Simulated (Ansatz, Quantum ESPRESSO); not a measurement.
## AlN (F-43m): a worked LO-TO splitting

How high does the longitudinal optical mode of AlN (F-43m) lie, given the transverse one, the Born charge and ε∞?

Program: Quantum ESPRESSO 7.5. Level of theory: DFT LDA, scalar-relativistic, plane waves, PseudoDojo stringent norm-conserving pseudopotentials. Results are calculated unless marked as measured.

## Step 1: The relaxed structure

It takes space group F-43m (No. 216, cubic). Conventional cell: a = 4.333 Å, b = 4.333 Å, c = 4.333 Å, α = 90.00°, β = 90.00°, γ = 90.00°. Nearest to Al lie 4 N at 1.88 Å. Nearest to N lie 4 Al at 1.88 Å. Farther neighbours and most contacts between anions are not listed.

This is the cell after its relaxation at this level of theory, not the database cell from which that began.

## Step 2: What the response run gave

A linear-response run on the relaxed cell, with the response to an electric field; only its zone-centre results are used. Cutoff 84 Ry, k mesh 8×8×8.

The log of the run:

```text
[banners, grids, parts of the stress and lines that vanish by symmetry left out]
Program PHONON v.7.5
     Reading xml data from directory:

[...]
Exchange-correlation= PW
                           (   1   4   0   0   0   0   0)
[...]
kinetic-energy cut-off    =      84.0000  Ry
     charge density cut-off    =     336.0000  Ry
     convergence threshold     =      1.0E-18
[...]
Exchange-correlation= PW
                           (   1   4   0   0   0   0   0)
[...]
q = (   0.0000000   0.0000000   0.0000000 )
     25 Sym.Ops. (with q -> -q+G )
     G cutoff =  285.3154  (  14211 G-vectors)     FFT grid: ( 36, 36, 36)
     number of k points=    29
[...]
Mode symmetry, T_d (-43m)  point group:
[...]
Dielectric constant
[...]
End of electric fields calculation
          Dielectric constant in cartesian axis
          (       4.500017199      -0.000000000       0.000000000 )
          (      -0.000000000       4.500017199      -0.000000000 )
          (       0.000000000      -0.000000000       4.500017199 )
          Effective charges (d Force / dE) in cartesian axis without acoustic sum rule applied (asr)
           atom    1  Al    Mean Z*:        2.52838
      Ex  (        2.52838        0.00000       -0.00000 )
      Ey  (       -0.00000        2.52838        0.00000 )
      Ez  (       -0.00000        0.00000        2.52838 )
           atom    2  N     Mean Z*:       -2.53146
      Ex  (       -2.53146        0.00000       -0.00000 )
      Ey  (        0.00000       -2.53146        0.00000 )
      Ez  (       -0.00000        0.00000       -2.53146 )
          Effective charges Sum: Mean:       -0.00308
[...]
Effective charges (d Force / dE) in cartesian axis with asr applied:
           atom    1  Al    Mean Z*:        2.52992
[...]
atom    2  N     Mean Z*:       -2.52992
[...]
Representation #   1 modes #   1   2   3
[...]
End of self-consistent calculation
     Convergence has been achieved
     Representation #   2 modes #   4   5   6
[...]
End of self-consistent calculation
     Convergence has been achieved
[...]
Dielectric constant in cartesian axis
          (       4.500017199      -0.000000000       0.000000000 )
          (      -0.000000000       4.500017199      -0.000000000 )
          (       0.000000000      -0.000000000       4.500017199 )
          Effective charges (d Force / dE) in cartesian axis without acoustic sum rule applied (asr)
           atom    1  Al    Mean Z*:        2.52838
      Ex  (        2.52838        0.00000       -0.00000 )
      Ey  (       -0.00000        2.52838        0.00000 )
      Ez  (       -0.00000        0.00000        2.52838 )
           atom    2  N     Mean Z*:       -2.53146
      Ex  (       -2.53146        0.00000       -0.00000 )
      Ey  (        0.00000       -2.53146        0.00000 )
      Ez  (       -0.00000        0.00000       -2.53146 )
          Effective charges Sum: Mean:       -0.00308
[...]
Effective charges (d Force / dE) in cartesian axis with asr applied:
           atom    1  Al    Mean Z*:        2.52992
[...]
atom    2  N     Mean Z*:       -2.52992
[...]
q = (    0.000000000   0.000000000   0.000000000 )
[...]
freq (    1) =       0.034453 [THz] =       1.149227 [cm-1]
     freq (    2) =       0.034453 [THz] =       1.149227 [cm-1]
     freq (    3) =       0.034453 [THz] =       1.149227 [cm-1]
     freq (    4) =      20.071159 [THz] =     669.501791 [cm-1]
     freq (    5) =      20.071159 [THz] =     669.501791 [cm-1]
     freq (    6) =      20.071159 [THz] =     669.501791 [cm-1]
[...]
Mode symmetry, T_d (-43m)  point group:
     freq (   1-   3) =          1.1  [cm-1]   --> T_2  G_15 P_4   I+R
     freq (   4-   6) =        669.5  [cm-1]   --> T_2  G_15 P_4   I+R

   JOB DONE.
```

```csv
quantity,value
cell volume Ω (Å³),20.338
mass of Al (u),26.982
mass of N (u),14.007
"Born charge of Al, raw (e)",2.528
"Born charge of N, raw (e)",-2.531
ε∞,4.500
ω(TO) after the sum rule (cm⁻¹),669.5
```

## Step 3: The calculation

The charges must sum to zero over the cell; taking off their mean, -0.002 e, leaves Z* = 2.530 e on Al. In the polar mode Al moves against N, so the reduced mass is μ = 26.98 × 14.01 / 40.99 = 9.220 u.

A longitudinal wave builds up a field that adds to the restoring force: ω(LO)² = ω(TO)² + 4π Z*² / (μ Ω ε∞), in Hartree atomic units. With μ = 16808 electron masses and Ω = 137.25 bohr³ the second term is 7.7483e-06 Ha², or 373230 cm⁻² (1 Ha = 219474.6 cm⁻¹).

So ω(LO) = √(448230 + 373230) = 906.3 cm⁻¹, and by the Lyddane-Sachs-Teller relation ε₀ = ε∞ (ω(LO)/ω(TO))² = 8.25.

## Step 4: Check against the program

The analysis program adds the same non-analytic term to the full matrix, here for q along (1 0 0).

The log of the run:

```text
[banner, memory and clock lines left out]
Program DYNMAT v.7.5

     Reading Dynamical Matrix from file g.dyn
     ...Force constants read
     ...epsilon and Z* read

     Polarizability (A^3 units)
     multiply by 0.461537 for Clausius-Mossotti correction
         5.664573   -0.000000    0.000000
        -0.000000    5.664573   -0.000000
         0.000000   -0.000000    5.664573

     IR activities are in (D/A)^2/amu units

# mode   [cm-1]    [THz]      IR
    1     -0.00   -0.0000    0.0000
    2      0.00    0.0000    0.0000
    3      0.00    0.0000    0.0000
    4    669.50   20.0711   16.0152
    5    669.50   20.0711   16.0152
    6    906.34   27.1713   16.0152
```

ε₀ comes from the program's run without a direction of q.

```csv
quantity,by hand,program
ω(LO) (cm⁻¹),906.3,906.3
ε₀,8.25,8.25
```

## Step 5: Outcome

| Property | Result |
| --- | --- |
| TO mode | 669.5 cm⁻¹ |
| LO mode | 906.3 cm⁻¹ |
| static dielectric constant | 8.247 |

**Reading.** The LO mode of AlN (F-43m) lies at 906 cm⁻¹, 237 cm⁻¹ above the TO mode; the formula meets the program within 0.1 cm⁻¹, as it must for a cubic crystal with one polar mode. ω(LO)² − ω(TO)² goes with Z*²/ε∞: an error of 5 % in ε∞ would move the LO mode by 9.9 cm⁻¹, and semilocal functionals tend to overestimate ε∞. These are harmonic values at zero temperature, at the volume of this functional, for the structure held cubic; stability elsewhere in the zone is no part of this calculation.

[Host names and launcher messages were left out of these logs when they were recorded.]

[Logs are printed without paths, hosts, clocks, repeated set-up lines and the standing remarks that a program may print on its own settings, such as how far it seeks lower states.]

[Hosts, paths, dates, database ids (printed as entryN), source tags and the programs' standing remarks are cut or masked in the printed files.]
